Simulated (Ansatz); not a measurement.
**I on Cu(100): change of the work function**

How does one ordered layer of I (hollow site) change the work function of Cu(100), and what dipole does each adsorbate carry?

Method: plane-wave DFT, PBE, Ansatz PAW, in Ansatz 0.2.0.

### Step 1. Starting point

The cell holds 4 atoms: 4 Cu. Its edges and angles: a = 2.553 Å, b = 2.553 Å, c = 23.415 Å, α = 90.0°, β = 90.0°, γ = 90.0°. Vacuum lies along c.

Structure file:

```cif
data_structure
_symmetry_space_group_name_H-M 'P 1'
_symmetry_Int_Tables_number 1
_cell_length_a 2.5527
_cell_length_b 2.5527
_cell_length_c 23.4150
_cell_angle_alpha 90.000
_cell_angle_beta 90.000
_cell_angle_gamma 90.000
_cell_volume 152.57
loop_
_atom_site_label
_atom_site_type_symbol
_atom_site_fract_x
_atom_site_fract_y
_atom_site_fract_z
_atom_site_occupancy
Cu1 Cu 0.50000 0.50000 0.38437 1
Cu2 Cu 0.00000 0.00000 0.46146 1
Cu3 Cu 0.50000 0.50000 0.53854 1
Cu4 Cu 0.00000 0.00000 0.61563 1
```

### Step 2. The clean slab

The bare slab comes first, as the zero from which every change is counted. The two lowest layers are held at bulk places and the upper ones relax. The dipole correction removes the false field that a one-sided slab makes across the periodic vacuum, so each face gets a flat vacuum level of its own.

File input.yaml:

```yaml
crystal:
  lattice:
    - [2.5526554801, 0.0, 0.0]
    - [0.0, 2.5526554801, 0.0]
    - [0.0, 0.0, 23.415]
  atoms:
    - { symbol: Cu, position: [0.5, 0.5, 0.3843689942] }
    - { symbol: Cu, position: [0.0, 0.0, 0.4614563314] }
    - { symbol: Cu, position: [0.5, 0.5, 0.5385436686] }
    - { symbol: Cu, position: [0.0, 0.0, 0.6156310058] }
kpoints:
  mp_grid: { grid: [12, 12, 1] }
hamiltonian:
  xc: pbe
scf:
  occupations: { method: fermi_dirac, width: 0.1 }
  convergence: { dr2_threshold: 1.0e-08 }
efield:
  axis: 3
  dipole_correction: true
  ramp_position: 0.97
  ramp_width: 0.06
relax:
  f_tol: 0.02
  max_steps: 60
  constraints: [{ sites: [0, 1] }]
output:
  write_potential: true
  write_density: true
  volumetric_format: npy
```

The run is started by

```console
$ ansatz run input.yaml --threads 4 --pin off --max-ram 6144MiB --backend cpu --events-out ev --progress --plain --runs-dir out
```

Output:

```text
Engine: ansatz 0.2.0, x86_64-unknown-linux-gnu
Pseudopotentials: kind: paw
Pseudopotential: Cu, paw, valence charge 19, recommended cutoff 420 eV (normal), Cu.paw.azcp
Functional definition: PBE
  parameter kappa = 0.804
  parameter beta = 0.066725
  exchange = pbe_x(kappa = kappa, mu = beta*pi^2/3)
  correlation = pbe_c(beta = beta)
Crystal: 4 atoms, lattice volume = 152.573 Å³
Basis set: ecut = 420 eV, 3011 PW (Γ), exchange–correlation on 36×36×320 points (8 copies of the dense FFT grid, shifted against one another)
Bands: 46, of which v1, the nominal top of the filled ones, is band 38 counted from 1 (37 counted from 0)
Symmetry: 8 space group operations
k-points: 28 of 144
Non-local potential: Cu, projectors of the file, l = 0: 3, l = 1: 2, l = 2: 3, l = 3: 1
PAW form: soft (Blöchl's): semilocal exchange-correlation on the pseudo side does not see the compensation charge
PAW one-centre angular grid: Cu, 590 points (default); XC on 64 Gauss nodes
Initial density: superposition of atomic densities (neutral atoms: chi_scale 0, normalization atom), corrected by the library's trained network
Initial wavefunctions: pseudopotential atomic-orbital guess
Functional: x = pbe(κ = 0.804, μ = 0.219515), c = pbe(β = 0.066725)
SCF iter   1: F=—  HF=-26499.487320 eV  |F-HF|=—  |Δ(HF+E_count)|=         —  Δρ=1.44e-3  dr2=1.11e-2  ethr=1.77e-3  p=0.000 e·Å  D=5.79e-14 V/Å  ΔV_dip=-0.00 eV  dr2_dipole=9.35e-9  V_vac-E_F(+/−)=4.49/4.49 eV  ⟨swp⟩=8.7  Hψ=5648  notcnv=0  defer=4
efield: sawtooth ramp at fractional position 0.9700 (set: `efield.ramp_position`, or a place that a band, a saddle search or an elastic batch's reference lends), width 0.0600; the density the first Hamiltonian is built on has a dipole p = 0.000 e·Å; the dipole correction subtracts the counter field D = 5.79e-14 V/Å, which shifts the + side's vacuum level by -0.00 eV against the − side's; the planar-averaged density in the ramp window peaks in size at 3.2e-5 e/Å³
preconditioner: auto → LDOS  [metal: Δε(μ)=0.060 eV  Ē_g=8.062 eV  σ=0.100 eV  W_gap=0.15  n_scr=18 (ndim 8)  ℏωp=19.9 eV  f_vac=0.639  D(μ)=1.29/eV (n_scr^D=8)  β→1.0]
SCF iter   2: F=—  HF=-26499.492240 eV  |F-HF|=—  |Δ(HF+E_count)|=   4.92e-3  Δρ=1.83e-3  dr2=4.23e-3  ethr=1.46e-5  p=-0.000 e·Å  D=-6.14e-6 V/Å  ΔV_dip=0.00 eV  dr2_dipole=9.00e-8  V_vac-E_F(+/−)=4.58/4.58 eV  ⟨swp⟩=2.9  Hψ=2867  notcnv=0  defer=39
SCF iter   3: F=—  HF=-26499.491943 eV  |F-HF|=—  |Δ(HF+E_count)|=   2.97e-4  Δρ=1.46e-3  dr2=1.64e-3  ethr=5.57e-6  p=-0.000 e·Å  D=-3.99e-5 V/Å  ΔV_dip=0.00 eV  dr2_dipole=2.09e-7  V_vac-E_F(+/−)=4.57/4.57 eV  ⟨swp⟩=2.5  Hψ=2210  notcnv=0  defer=39
SCF iter   4: F=—  HF=-26499.491516 eV  |F-HF|=—  |Δ(HF+E_count)|=   4.28e-4  Δρ=1.91e-4  dr2=1.24e-4  ethr=2.16e-6  p=0.000 e·Å  D=2.29e-5 V/Å  ΔV_dip=-0.00 eV  dr2_dipole=3.75e-9  V_vac-E_F(+/−)=4.57/4.57 eV  ⟨swp⟩=2.0  Hψ=1832  notcnv=0  defer=39
SCF iter   5: F=—  HF=-26499.491527 eV  |F-HF|=—  |Δ(HF+E_count)|=   1.13e-5  Δρ=1.10e-4  dr2=2.44e-5  ethr=1.63e-7  p=-0.000 e·Å  D=-1.13e-5 V/Å  ΔV_dip=0.00 eV  dr2_dipole=1.49e-9  V_vac-E_F(+/−)=4.58/4.58 eV  ⟨swp⟩=2.1  Hψ=1761  notcnv=0  defer=39
SCF iter   6: F=—  HF=-26499.491511 eV  |F-HF|=—  |Δ(HF+E_count)|=   1.59e-5  Δρ=1.05e-4  dr2=1.04e-5  ethr=3.21e-8  p=0.000 e·Å  D=2.18e-5 V/Å  ΔV_dip=-0.00 eV  dr2_dipole=1.22e-8  V_vac-E_F(+/−)=4.58/4.58 eV  ⟨swp⟩=2.0  Hψ=1843  notcnv=0  defer=39
SCF iter   7: F=—  HF=-26499.491522 eV  |F-HF|=—  |Δ(HF+E_count)|=   1.11e-5  Δρ=2.78e-5  dr2=8.10e-7  ethr=1.37e-8  p=0.000 e·Å  D=4.92e-6 V/Å  ΔV_dip=-0.00 eV  dr2_dipole=2.37e-11  V_vac-E_F(+/−)=4.58/4.58 eV  ⟨swp⟩=2.1  Hψ=1730  notcnv=0  defer=39
SCF iter   8: F=—  HF=-26499.491526 eV  |F-HF|=—  |Δ(HF+E_count)|=   4.12e-6  Δρ=2.01e-5  dr2=4.10e-7  ethr=1.07e-9  p=0.000 e·Å  D=3.53e-6 V/Å  ΔV_dip=-0.00 eV  dr2_dipole=2.39e-9  V_vac-E_F(+/−)=4.58/4.58 eV  ⟨swp⟩=2.0  Hψ=1851  notcnv=0  defer=39
SCF iter   9: F=—  HF=-26499.491526 eV  |F-HF|=—  |Δ(HF+E_count)|=   1.27e-7  Δρ=8.57e-6  dr2=8.08e-8  ethr=5.39e-10  p=0.000 e·Å  D=5.30e-7 V/Å  ΔV_dip=-0.00 eV  dr2_dipole=3.70e-10  V_vac-E_F(+/−)=4.58/4.58 eV  ⟨swp⟩=2.0  Hψ=1812  notcnv=0  defer=39
SCF iter  10: F=-26499.491526 eV  HF=-26499.491526 eV  |F-HF|=5.55e-8  |Δ(HF+E_count)|=   3.77e-8  Δρ=1.16e-6  dr2=1.63e-9  ethr=1.32e-11  p=0.000 e·Å  D=2.44e-7 V/Å  ΔV_dip=-0.00 eV  dr2_dipole=7.46e-12  V_vac-E_F(+/−)=4.58/4.58 eV  ⟨swp⟩=8.1  Hψ=9203  notcnv=0
SCF 1 converged in 10 iterations: F = -26499.491526 eV  dr2 = 1.63e-9
  greatest PAW one-centre occupation: 1.000 electrons in one spin orbital (limit 2), on the Cu atom at site 3 (counted from 0), in its partial waves of l = 0
relax step   1: F+E_penalty+E_count = -26499.49152650 eV  Δ(F+E_penalty+E_count) = +0.000e0 eV  max|allowed force component| = 2.181e-1 eV/Å  Δτ_max = 0.0000 Å  (10 SCF iters, accepted)
Initial density: handed on by an earlier stage of this run
Initial wavefunctions: those handed on with the density
iter 1 solved again at ethr=4.94e-7 eV; its pass at ethr=3.10e-3 eV (dr2=3.76e-4 eV) is discarded
SCF iter   1: F=—  HF=-26499.493642 eV  |F-HF|=—  |Δ(HF+E_count)|=         —  Δρ=7.18e-4  dr2=3.81e-4  ethr=4.94e-7  p=0.000 e·Å  D=6.52e-7 V/Å  ΔV_dip=-0.00 eV  dr2_dipole=5.33e-7  V_vac-E_F(+/−)=4.58/4.58 eV  ⟨swp⟩=2.8  Hψ=4247  notcnv=0  defer=52
efield: sawtooth ramp at fractional position 0.9700 (set: `efield.ramp_position`, or a place that a band, a saddle search or an elastic batch's reference lends), width 0.0600; the density the first Hamiltonian is built on has a dipole p = 0.000 e·Å; the dipole correction subtracts the counter field D = 6.52e-7 V/Å, which shifts the + side's vacuum level by -0.00 eV against the − side's; the planar-averaged density in the ramp window peaks in size at 2.3e-5 e/Å³
preconditioner: auto → LDOS  [metal: Δε(μ)=0.090 eV  Ē_g=8.129 eV  σ=0.100 eV  W_gap=0.22  n_scr=18 (ndim 8)  ℏωp=19.9 eV  f_vac=0.638  D(μ)=1.28/eV (n_scr^D=8)  β→1.0]
SCF iter   2: F=—  HF=-26499.493463 eV  |F-HF|=—  |Δ(HF+E_count)|=   1.79e-4  Δρ=1.93e-4  dr2=8.92e-5  ethr=4.94e-7  p=0.000 e·Å  D=2.69e-4 V/Å  ΔV_dip=-0.01 eV  dr2_dipole=1.27e-5  V_vac-E_F(+/−)=4.58/4.58 eV  ⟨swp⟩=2.1  Hψ=2198  notcnv=0  defer=52
SCF iter   3: F=—  HF=-26499.493462 eV  |F-HF|=—  |Δ(HF+E_count)|=   1.30e-6  Δρ=1.84e-4  dr2=3.53e-5  ethr=1.17e-7  p=0.000 e·Å  D=1.03e-4 V/Å  ΔV_dip=-0.00 eV  dr2_dipole=5.88e-7  V_vac-E_F(+/−)=4.58/4.58 eV  ⟨swp⟩=2.0  Hψ=1859  notcnv=0  defer=52
SCF iter   4: F=—  HF=-26499.493447 eV  |F-HF|=—  |Δ(HF+E_count)|=   1.50e-5  Δρ=9.12e-5  dr2=8.66e-6  ethr=4.64e-8  p=0.000 e·Å  D=1.63e-4 V/Å  ΔV_dip=-0.00 eV  dr2_dipole=1.05e-7  V_vac-E_F(+/−)=4.58/4.58 eV  ⟨swp⟩=2.0  Hψ=1849  notcnv=0  defer=52
SCF iter   5: F=—  HF=-26499.493458 eV  |F-HF|=—  |Δ(HF+E_count)|=   1.12e-5  Δρ=2.20e-5  dr2=5.02e-7  ethr=1.14e-8  p=0.000 e·Å  D=1.56e-4 V/Å  ΔV_dip=-0.00 eV  dr2_dipole=1.16e-8  V_vac-E_F(+/−)=4.58/4.58 eV  ⟨swp⟩=2.0  Hψ=1795  notcnv=0  defer=52
SCF iter   6: F=—  HF=-26499.493458 eV  |F-HF|=—  |Δ(HF+E_count)|=   2.31e-7  Δρ=1.23e-5  dr2=1.50e-7  ethr=6.61e-10  p=0.000 e·Å  D=1.63e-4 V/Å  ΔV_dip=-0.00 eV  dr2_dipole=2.73e-9  V_vac-E_F(+/−)=4.58/4.58 eV  ⟨swp⟩=2.0  Hψ=1850  notcnv=0  defer=52
SCF iter   7: F=-26499.493458 eV  HF=-26499.493458 eV  |F-HF|=8.03e-9  |Δ(HF+E_count)|=   8.21e-8  Δρ=2.24e-6  dr2=5.37e-9  ethr=1.32e-11  p=0.000 e·Å  D=1.65e-4 V/Å  ΔV_dip=-0.00 eV  dr2_dipole=6.65e-12  V_vac-E_F(+/−)=4.58/4.58 eV  ⟨swp⟩=8.1  Hψ=9402  notcnv=0
SCF 2 converged in 7 iterations: F = -26499.493458 eV  dr2 = 5.37e-9
  greatest PAW one-centre occupation: 1.000 electrons in one spin orbital (limit 2), on the Cu atom at site 0 (counted from 0), in its partial waves of l = 0
relax step   2: F+E_penalty+E_count = -26499.49345845 eV  Δ(F+E_penalty+E_count) = -1.932e-3 eV  max|allowed force component| = 1.395e-1 eV/Å  Δτ_max = 0.0117 Å  (7 SCF iters, accepted)
SCF iter   1: F=—  HF=-26499.495284 eV  |F-HF|=—  |Δ(HF+E_count)|=         —  Δρ=1.19e-3  dr2=9.92e-4  ethr=1.36e-5  p=0.000 e·Å  D=1.65e-4 V/Å  ΔV_dip=-0.00 eV  dr2_dipole=3.13e-9  V_vac-E_F(+/−)=4.58/4.58 eV  ⟨swp⟩=3.2  Hψ=3121  notcnv=0  defer=52
efield: sawtooth ramp at fractional position 0.9700 (set: `efield.ramp_position`, or a place that a band, a saddle search or an elastic batch's reference lends), width 0.0600; the density the first Hamiltonian is built on has a dipole p = 0.000 e·Å; the dipole correction subtracts the counter field D = 1.65e-4 V/Å, which shifts the + side's vacuum level by -0.00 eV against the − side's; the planar-averaged density in the ramp window peaks in size at 2.2e-5 e/Å³
preconditioner: auto → LDOS  [metal: Δε(μ)=0.088 eV  Ē_g=8.129 eV  σ=0.100 eV  W_gap=0.21  n_scr=18 (ndim 8)  ℏωp=19.9 eV  f_vac=0.638  D(μ)=1.29/eV (n_scr^D=8)  β→1.0]
SCF iter   2: F=—  HF=-26499.494826 eV  |F-HF|=—  |Δ(HF+E_count)|=   4.59e-4  Δρ=3.85e-4  dr2=2.55e-4  ethr=1.31e-6  p=0.000 e·Å  D=5.86e-4 V/Å  ΔV_dip=-0.01 eV  dr2_dipole=3.47e-5  V_vac-E_F(+/−)=4.57/4.58 eV  ⟨swp⟩=2.0  Hψ=2546  notcnv=0  defer=52
SCF iter   3: F=—  HF=-26499.494799 eV  |F-HF|=—  |Δ(HF+E_count)|=   2.71e-5  Δρ=4.05e-4  dr2=1.71e-4  ethr=3.36e-7  p=0.000 e·Å  D=4.58e-4 V/Å  ΔV_dip=-0.01 eV  dr2_dipole=3.20e-6  V_vac-E_F(+/−)=4.57/4.58 eV  ⟨swp⟩=2.2  Hψ=2080  notcnv=0  defer=52
SCF iter   4: F=—  HF=-26499.494772 eV  |F-HF|=—  |Δ(HF+E_count)|=   2.63e-5  Δρ=6.85e-5  dr2=6.36e-6  ethr=2.25e-7  p=0.000 e·Å  D=4.56e-4 V/Å  ΔV_dip=-0.01 eV  dr2_dipole=2.50e-7  V_vac-E_F(+/−)=4.57/4.58 eV  ⟨swp⟩=2.0  Hψ=1803  notcnv=0  defer=52
SCF iter   5: F=—  HF=-26499.494796 eV  |F-HF|=—  |Δ(HF+E_count)|=   2.34e-5  Δρ=2.59e-5  dr2=9.68e-7  ethr=8.37e-9  p=0.000 e·Å  D=4.76e-4 V/Å  ΔV_dip=-0.01 eV  dr2_dipole=9.10e-8  V_vac-E_F(+/−)=4.57/4.58 eV  ⟨swp⟩=2.9  Hψ=1992  notcnv=0  defer=52
SCF iter   6: F=—  HF=-26499.494796 eV  |F-HF|=—  |Δ(HF+E_count)|=   1.95e-7  Δρ=7.49e-6  dr2=6.43e-8  ethr=1.27e-9  p=0.000 e·Å  D=4.75e-4 V/Å  ΔV_dip=-0.01 eV  dr2_dipole=4.69e-9  V_vac-E_F(+/−)=4.57/4.58 eV  ⟨swp⟩=2.0  Hψ=1717  notcnv=0  defer=52
SCF iter   7: F=—  HF=-26499.494796 eV  |F-HF|=—  |Δ(HF+E_count)|=   2.24e-7  Δρ=3.81e-6  dr2=1.47e-8  ethr=1.32e-11  p=0.000 e·Å  D=4.89e-4 V/Å  ΔV_dip=-0.01 eV  dr2_dipole=1.12e-10  V_vac-E_F(+/−)=4.57/4.58 eV  ⟨swp⟩=9.8  Hψ=8984  notcnv=0
SCF iter   8: F=—  HF=-26499.494796 eV  |F-HF|=—  |Δ(HF+E_count)|=   7.57e-8  Δρ=3.61e-6  dr2=1.52e-8  ethr=1.32e-11  p=0.000 e·Å  D=4.94e-4 V/Å  ΔV_dip=-0.01 eV  dr2_dipole=3.71e-10  V_vac-E_F(+/−)=4.57/4.58 eV  ⟨swp⟩=9.1  Hψ=8387  notcnv=0
SCF iter   9: F=-26499.494796 eV  HF=-26499.494796 eV  |F-HF|=1.48e-9  |Δ(HF+E_count)|=   1.29e-8  Δρ=1.23e-6  dr2=2.57e-9  ethr=1.32e-11  p=0.000 e·Å  D=4.96e-4 V/Å  ΔV_dip=-0.01 eV  dr2_dipole=1.00e-10  V_vac-E_F(+/−)=4.57/4.58 eV  ⟨swp⟩=6.8  Hψ=8438  notcnv=0
SCF 3 converged in 9 iterations: F = -26499.494796 eV  dr2 = 2.57e-9
relax step   3: F+E_penalty+E_count = -26499.49479638 eV  Δ(F+E_penalty+E_count) = -1.338e-3 eV  max|allowed force component| = 2.096e-3 eV/Å  Δτ_max = 0.0196 Å  (9 SCF iters, accepted)
NSCF: frozen V_eff on 28 k-points
the band table was solved once a step of the walk had ended and its energy, with any forces and stress, was formed, with the checks that follow a solve (6803 applications of the Hamiltonian). They found nothing against the state; the energy, forces and stress were not computed again (output.eigenvalues in the input reference)
WARN: The output density's exchange-correlation potential varies sharply where the density is thin. Do not read a vacuum level from v_tot or v_xc, or from such a field of the output density. On a cell that repeats whose density bears no net charge and no dipole along the vacuum's axis use v_es (v_loc + v_h of the components); under efield.dipole_correction with no amplitude use v_es + v_field, which holds any externa [...]
SCF converged after 9 iterations
Free energy (F): -26499.494796 eV
Harris-Foulkes:  -26499.494796 eV  (|F-HF|=1.48e-9)
Internal energy: -26499.450325 eV  (E = F + TS)
E sigma→0 (E₀):  -26499.472561 eV
Entropy (-TS):   -0.044472 eV (-11.118 meV/atom)
Fermi energy:    2.077824 eV
Dipole field:    D = 0.000481 V/Å  (p = 0.000405 e·Å, saw-weighted, corrected)
Work function:   Φ+ = 4.5707 eV   Φ− = 4.5819 eV
Levels:          The Fermi level and band energies are counted from a zero that moves with the ramp; work functions are not
--- Per-component energies (eV) ---
  E_band       = -2536.166485
  E_kinetic    = 1198.309528
  E_local      = -168854.318464  (includes V_loc(G=0)·N_el)
  E_nonlocal   = 1567.140432
  E_hartree    = 82915.851619
  E_xc         = -355.051919
  E_vxc        = -457.887175  (∫ρ·V_xc dr)
  E_paw        = -6658.907342  (= ΣΔE_a)
  E_vpaw       = -1821.114880  (= ΣTr[D̂ρ^β])
  E_aug_tail   = 0.001125  (compensation charges beyond the density's cutoff)
  E_efield     = 0.000000  (sawtooth field / dipole correction)
  E_vefield    = -0.000313  (∫n·V_field dr)
  E_ewald      = 63687.524695
  E_smearing   = -0.044472  (= −TS)
  E_closure    = -0.000000  (closes the sum)
  Σ components = -26499.494796   (vs F -26499.494796, Δ=0.00e0)
--- Forces (eV/Å), atoms counted from 1 ---
  atom   1  Cu     0.00000000     0.00000000     0.10441412
  atom   2  Cu     0.00000000     0.00000000    -0.10661293
  atom   3  Cu     0.00000000     0.00000000     0.00010972
  atom   4  Cu    -0.00000000     0.00000000     0.00209619
  max |Σ_I F_I| component: 7.11e-6 eV/Å
--- Band table (eV; the first three rows and the last of 28) ---
  k-point 0: bands = [... 34 lower, 0.3997, 0.6183, 0.6474, 0.6474, 0.6479, 1.6164, 3.1949, 6.4525, ... 4 higher]
  k-point 1: bands = [... 34 lower, 0.4671, 0.5052, 0.5494, 0.6055, 0.6780, 1.9009, 3.5303, 6.6065, ... 4 higher]
  k-point 2: bands = [... 34 lower, 0.4625, 0.4862, 0.5546, 0.6159, 0.6727, 2.5350, 4.3478, 7.0666, ... 4 higher]
  k-point 27: bands = [... 34 lower, 1.0039, 1.0231, 4.5597, 4.5597, 6.7457, 6.7457, 9.5125, 9.5174, ... 4 higher]
--- Relaxed structure (3 steps of the walk, 3 accepted, 0 SCFs on fresh bases) ---
  F+E_penalty+E_count = -26499.49479638 eV   max|allowed force component| = 2.096e-3 eV/Å
  atoms:
    - { symbol: Cu, position: [0.5, 0.5, 0.384369] }
    - { symbol: Cu, position: [0.0, 0.0, 0.461456] }
    - { symbol: Cu, position: [0.5, 0.5, 0.539882] }
    - { symbol: Cu, position: [0, 0.0, 0.615758] }
```

Run time: 15 s. Hardware: 4 threads of Intel Xeon Platinum 8488C (Sapphire Rapids), shared host; peak memory 0.64 GiB; 37 s of CPU time.

Relaxation path:

| step | energy less that of the first step (eV) | largest force component (eV/Å) |
| --- | --- | --- |
| 1 | 0.0000 | 0.2181 |
| 2 | -0.0019 | 0.1395 |
| 3 | -0.0033 | 0.0021 |

Forces are held to the 8 operations that the program found; a distortion that breaks them can't arise in this run.

The atoms that moved most (Å):

| atom | dx | dy | dz | length |
| --- | --- | --- | --- | --- |
| Cu3 | 0.000 | 0.000 | 0.031 | 0.031 |

Final coordinates:

```xyz
4
Lattice="2.5527 0.0000 0.0000 0.0000 2.5527 0.0000 0.0000 0.0000 23.4150" Properties=species:S:1:pos:R:3
Cu    1.2763    1.2763    9.0000
Cu    0.0000    0.0000   10.8050
Cu    1.2763    1.2763   12.6413
Cu    0.0000    0.0000   14.4180
```

Read from the output:

* energy at zero smearing: -26499.4726 eV
* work function, upper face: 4.571 eV
* dipole along the normal: 4.05e-4 e·Å

Running mean over 1.805 Å of the planar mean; the ramp of the sawtooth is left out. Table of electron's electrostatic potential energy less the Fermi level by z:

| z (Å) | electron's electrostatic potential energy less the Fermi level (eV) |
| --- | --- |
| 3.0 | 4.58 |
| 3.5 | 4.58 |
| 4.0 | 4.58 |
| 4.5 | 4.58 |
| 5.0 | 4.58 |
| 5.5 | 4.57 |
| 6.0 | 4.54 |
| 6.5 | 4.45 |
| 7.0 | 4.10 |
| 7.5 | 2.70 |
| 8.0 | -1.44 |
| 8.5 | -6.20 |
| 9.0 | -8.30 |
| 9.5 | -8.63 |
| 10.0 | -8.72 |
| 10.5 | -8.78 |
| 11.0 | -8.72 |
| 11.5 | -8.54 |
| 12.0 | -8.55 |
| 12.5 | -8.77 |
| 13.0 | -8.94 |
| 13.5 | -9.00 |
| 14.0 | -8.80 |
| 14.5 | -8.20 |
| 15.0 | -5.53 |
| 15.5 | -0.619 |
| 16.0 | 3.08 |
| 16.5 | 4.18 |
| 17.0 | 4.46 |
| 17.5 | 4.54 |
| 18.0 | 4.56 |
| 18.5 | 4.57 |
| 19.0 | 4.57 |
| 19.5 | 4.57 |
| 20.0 | 4.57 |

The relaxation took 3 steps and lowered the energy by 0.0033 eV; the largest force on the free atoms ends at 0.0021 eV/Å.

The work function of the upper face is 4.57 eV.

(Continued in part 2 of 2.)

[Long decimals in the printed logs are rounded to 6 places.]

[Logs are printed without paths, hosts, clocks, repeated set-up lines and the standing remarks that a program may print on its own settings, such as how far it seeks lower states.]

[Hosts, paths, dates, database ids (printed as entryN), source tags and the programs' standing remarks are cut or masked in the printed files.]

[Maps of the electrostatic potential energy from Ansatz leave out the sawtooth potential of an applied field or a dipole correction, so their vacuum need not be flat; planar profiles and work functions include it.]
